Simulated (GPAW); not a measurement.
# HfSi2P4 monolayer: work function by functional and basis, part 3 of 3

How far do functional and basis move the work function of HfSi2P4 monolayer?

GPAW 26.7.0; GPAW, PAW setups; layer in a repeated cell with vacuum, relaxation of atoms and in-plane cell (the session's first sound run).

So far, upper work function (eV): step 3 (plane waves, PBE) 5.52; step 5 (self-consistent run: xc = "RPBE") 5.43; step 6 (OptPBE vdW: xc = "optPBE-vdW", GPAW, PAW setups, GPAW) 5.72; step 7 (self-consistent run: xc = "LDA") 5.75; step 8 (self-consistent run: xc = "vdW-DF2", GPAW, PAW setups, GPAW) 5.84.

## (9) Real-space grid: mode = "fd"

A real-space grid is a second complete basis, so it checks the plane-wave result.

run.py

```python
import json
import numpy as np
from ase import Atoms
from gpaw import GPAW

slab = Atoms(
    ['P', 'Si', 'P', 'Hf', 'P', 'Si', 'P'],
    positions=[
        [-0.00000, 0.00000, 7.00000],
        [-0.00000, 2.10192, 7.97438],
        [-0.00000, 2.10192, 10.22693],
        [-0.00000, -0.00000, 11.74653],
        [-0.00000, 2.10192, 13.26615],
        [-0.00000, 2.10192, 15.51869],
        [-0.00000, 0.00000, 16.49308]],
    cell=[[3.64064, 0.0, 0.0], [-1.82032, 3.15289, 0.0], [0.0, 0.0, 23.4931]],
    pbc=[True, True, False])

slab.calc = GPAW(mode='fd', h=0.18, xc='PBE', kpts={'size': (9, 9, 1), 'gamma': True},
                 occupations={'name': 'fermi-dirac', 'width': 0.05}, nbands='200%',
                 convergence={'density': 1e-05}, maxiter=200,
                 poissonsolver={'dipolelayer': 'xy'},
                 symmetry={'tolerance': 1e-3}, txt='slab.txt')
result = {}
energy = slab.get_potential_energy()
fermi = slab.calc.get_fermi_level()
v = slab.calc.get_electrostatic_potential().mean((0, 1)) - fermi
n = slab.calc.get_pseudo_density().mean((0, 1))
L = slab.cell[2, 2]
z = np.arange(len(v)) * L / len(v)
low, high = slab.positions[:, 2].min(), slab.positions[:, 2].max()
below, above = np.interp([low - 4.8, high + 4.8], z, v)
slopes = [np.interp(x, z, np.gradient(v, z)) for x in (low - 4.8, high + 4.8)]
eps = np.array([[slab.calc.get_eigenvalues(k, s) for k in range(len(slab.calc.get_ibz_k_points()))]
                for s in range(slab.calc.get_number_of_spins())]) - fermi
top, bottom = eps[eps < 0].max(), eps[eps > 0].min()
dipole = slab.get_dipole_moment()[2]
print(f'energy {energy:.4f} eV, Fermi level {fermi:.4f} eV, dipole {dipole:.5f} e A')
print(f'potential 4.8 A off the faces, from the Fermi level: lower {below:.4f} eV, upper {above:.4f} eV')
print(f'slope of the potential there: lower {slopes[0]:.5f}, upper {slopes[1]:.5f} eV/A')
print(f'nearest levels on the mesh: {top:.4f} and {bottom:.4f} eV')
print('magnetic moment', round(slab.get_magnetic_moment(), 3))
result.update(energy=energy, fermi=fermi, dipole=dipole, below=below, above=above, slopes=slopes, edges=[top, bottom],
              z=z.tolist(), v=v.tolist(), n=n.tolist(), positions=slab.positions.tolist(),
              forces=slab.get_forces(apply_constraint=False).tolist(), moments=slab.get_magnetic_moments().tolist())
json.dump(result, open('result.json', 'w'))
```

On the command line:

```sh
> OMP_NUM_THREADS=1 OPENBLAS_NUM_THREADS=1 python run.py
```

Wall time 2.7 min (1 thread of Arm Neoverse V1, shared host); peak memory 0.62 GiB.

This step gave:

| Property | Result |
| --- | --- |
| dipole along the normal | -4.93e-4 e·Å |
| levels nearest the Fermi level on the mesh | -0.2190, 0.002283 eV from the Fermi level |
| upper work function | 5.525 eV |
| lower work function | 5.517 eV |

The electrostatic potential energy of an electron (without an applied field's), less the Fermi level, planar mean by z:

z (Å), electrostatic potential energy of an electron (without an applied field's), less the Fermi level, planar mean (eV) and a bar from the least value:
```
      0.0        5.5 ##############################
      0.5        5.5 ##############################
      1.0        5.5 ##############################
      1.5        5.5 ##############################
      2.0        5.5 ##############################
      2.5        5.5 ##############################
      3.0        5.5 ##############################
      3.5        5.5 ##############################
      4.0        5.5 ##############################
      4.5        5.5 ##############################
      5.0        5.4 ##############################
      5.5        5.0 #############################
      6.0        3.2 ##########################
      6.5       -3.3 #################
      7.0      -13.2 ##
      7.5      -10.8 ######
      8.0      -11.4 #####
      8.5       -3.5 #################
      9.0        1.8 ########################
      9.5        0.5 #######################
     10.0       -8.2 ##########
     10.5       -8.6 #########
     11.0       -5.7 #############
     11.5      -14.6 
     12.0      -14.5 
     12.5       -5.6 #############
     13.0       -8.7 #########
     13.5       -8.1 ##########
     14.0        0.6 #######################
     14.5        1.8 ########################
     15.0       -3.6 ################
     15.5      -11.4 #####
     16.0      -10.8 ######
     16.5      -13.2 ##
     17.0       -3.1 #################
     17.5        3.2 ###########################
     18.0        5.0 #############################
     18.5        5.4 ##############################
     19.0        5.5 ##############################
     19.5        5.5 ##############################
     20.0        5.5 ##############################
     20.5        5.5 ##############################
     21.0        5.5 ##############################
     21.5        5.5 ##############################
     22.0        5.5 ##############################
     22.5        5.5 ##############################
     23.0        5.5 ##############################
```

The upper face's work function is 5.525 eV, against 5.524 eV in the first plane-wave PBE run at this geometry.

## (10) Atomic orbitals: mode = "lcao"

Atom-centred orbitals end a few angstrom from the surface, which tests how much the density's tail matters.

run.py: that of step 9 with these lines changed.

```diff
@@ -18,4 +18,4 @@
 
-slab.calc = GPAW(mode='fd', h=0.18, xc='PBE', kpts={'size': (9, 9, 1), 'gamma': True},
-                 occupations={'name': 'fermi-dirac', 'width': 0.05}, nbands='200%',
+slab.calc = GPAW(mode='lcao', basis='dzp', h=0.18, xc='PBE', kpts={'size': (9, 9, 1), 'gamma': True},
+                 occupations={'name': 'fermi-dirac', 'width': 0.05}, nbands='120%',
                  convergence={'density': 1e-05}, maxiter=200,
```

The job ended after 2 min (1 thread; peak memory 0.32 GiB).

This step gave:

| Item | Value |
| --- | --- |
| levels nearest the Fermi level on the mesh | -0.2153, 0.01005 eV from the Fermi level |
| upper work function | 5.287 eV |
| lower work function | 5.280 eV |

The electrostatic potential energy of an electron (without an applied field's), less the Fermi level, planar mean oscillates, so the rows of the table below give means over windows of 1.69 Å about each position, cut where the curve ends. Its maxima inside the range that stand out by 2 % of the span (Å: eV): 7.6: -10.9, 9.2: 2.14, 10.9: -5.13, 12.6: -5.13, 14.3: 2.15, 15.9: -10.9. Its minima: 7.0: -13.6, 7.9: -11.8, 10.2: -11.0, 11.7: -17.4, 13.3: -11.0, 15.6: -11.8, 16.5: -13.6.

The electrostatic potential energy of an electron (without an applied field's), less the Fermi level, planar mean by z; means over each step:

z (Å), electrostatic potential energy of an electron (without an applied field's), less the Fermi level, planar mean (eV) and a bar from the least value:
```
     0.84        5.3 ##############################
     2.54        5.3 ##############################
     4.23        5.3 ##############################
     5.92        1.7 #######################
     7.61      -11.0 
     9.30       -1.5 ##################
    10.99      -10.1 ##
    12.68       -9.3 ###
    14.37       -1.2 ##################
    16.05      -11.1 
    17.75        3.0 ##########################
    19.44        5.3 ##############################
    21.12        5.3 ##############################
    22.82        5.3 ##############################
```

The upper face's work function is 5.287 eV, against 5.524 eV in the first plane-wave PBE run at this geometry.

## (11) The ladder

Times are for 1 thread of Arm Neoverse V1, shared host. Results by setting:

```
no.         run  upper work function (eV)  lower work function (eV)     time  memory (GiB)
  1          pw                     5.524                     5.516     65 s          0.24
  2      revPBE                     5.433                     5.426     65 s          0.24
  3        RPBE                     5.434                     5.427     66 s          0.24
  4  optPBE vdW                     5.722                     5.714     77 s          0.42
  5         LDA                     5.752                     5.744     63 s          0.24
  6     vdW DF2                     5.841                     5.833     81 s          0.43
  7          fd                     5.525                     5.517  2.7 min          0.62
  8        lcao                     5.287                     5.280    2 min          0.32
```

## (12) Side by side

Results and costs are gathered.

This step: comparison of work functions, dipole and cost (GPAW 26.7.0).

Ladder, by row:

```
      step  code  work function, upper (eV)  work function, lower (eV)  dipole (e Å)  wall time (s)  peak memory (GiB)  threads
        pw  GPAW                      5.524                      5.516      -5.89e-4          64.93               0.24        1
    revPBE  GPAW                      5.433                      5.426      -5.89e-4          65.12               0.24        1
      RPBE  GPAW                      5.434                      5.427      -5.89e-4          65.68               0.24        1
optPBE-vdW  GPAW                      5.722                      5.714      -5.89e-4          76.75               0.42        1
       LDA  GPAW                      5.752                      5.744      -5.90e-4          62.65               0.24        1
   vdW-DF2  GPAW                      5.841                      5.833      -5.90e-4          81.08               0.43        1
        fd  GPAW                      5.525                      5.517      -4.93e-4          164.4               0.62        1
      lcao  GPAW                      5.287                       5.28      -4.93e-4          121.4               0.32        1
```

## (13) A changed run

One more run, with changed settings.

This step: GPAW, PAW setups; slab in vacuum (GPAW 26.7.0).

run.py: that of step 10 with these lines changed.

```diff
@@ -3,3 +3,3 @@
 from ase import Atoms
-from gpaw import GPAW
+from gpaw import GPAW, PW
 
@@ -18,5 +18,5 @@
 
-slab.calc = GPAW(mode='lcao', basis='dzp', h=0.18, xc='PBE', kpts={'size': (9, 9, 1), 'gamma': True},
-                 occupations={'name': 'fermi-dirac', 'width': 0.05}, nbands='120%',
-                 convergence={'density': 1e-05}, maxiter=200,
+slab.calc = GPAW(mode=PW(400), xc='PBE', kpts={'size': (1, 1, 1), 'gamma': True},
+                 occupations={'name': 'fermi-dirac', 'width': 0.05}, nbands='200%',
+                 convergence={'density': 1e-05}, maxiter=50,
                  poissonsolver={'dipolelayer': 'xy'},
```

It took 7.4 s on 1 thread; peak memory 0.19 GiB.

The run finished. A setting was moved off its sound value on purpose, so it serves as a test and not as the result.

The fault put into the input: one k-point (kpts = [1, 1]).

Side by side:

```
                quantity  this run  sound run  difference
upper work function (eV)    5.3722     5.5237      -0.151
lower work function (eV)    5.3645     5.5159      -0.151
```

One result that differs is the lower work function, 5.36 eV against 5.52 eV.

## (14) Summary of results

```
work function, upper and lower face : 5.524 and 5.516 eV
dipole along the normal             : -5.9e-4 e Å
```

In words: With plane waves and PBE the work function is 5.52 eV on the upper face and 5.52 eV on the lower. Over the sound runs of the table the upper face's work function spans 5.287 (lcao) to 5.841 eV (vdW-DF2). Atomic orbitals miss the plane-wave value by -0.24 eV, since they describe the tail of the density in the vacuum poorly. The starting lattice was a guess from atomic radii; the relaxation moved it by 5 %. The small printed dipole stands for a step of 9.3 meV from the lower to the upper face, and the probes find 7.8 meV; values this small are near the numerical noise of both. The layer's cell and atoms come from the relaxation; spin-orbit coupling and temperature are left out.

[Logs are printed without paths, hosts, clocks, repeated set-up lines and the standing remarks that a program may print on its own settings, such as how far it seeks lower states.]

[Hosts, paths, dates, database ids (printed as entryN), source tags and the programs' standing remarks are cut or masked in the printed files.]
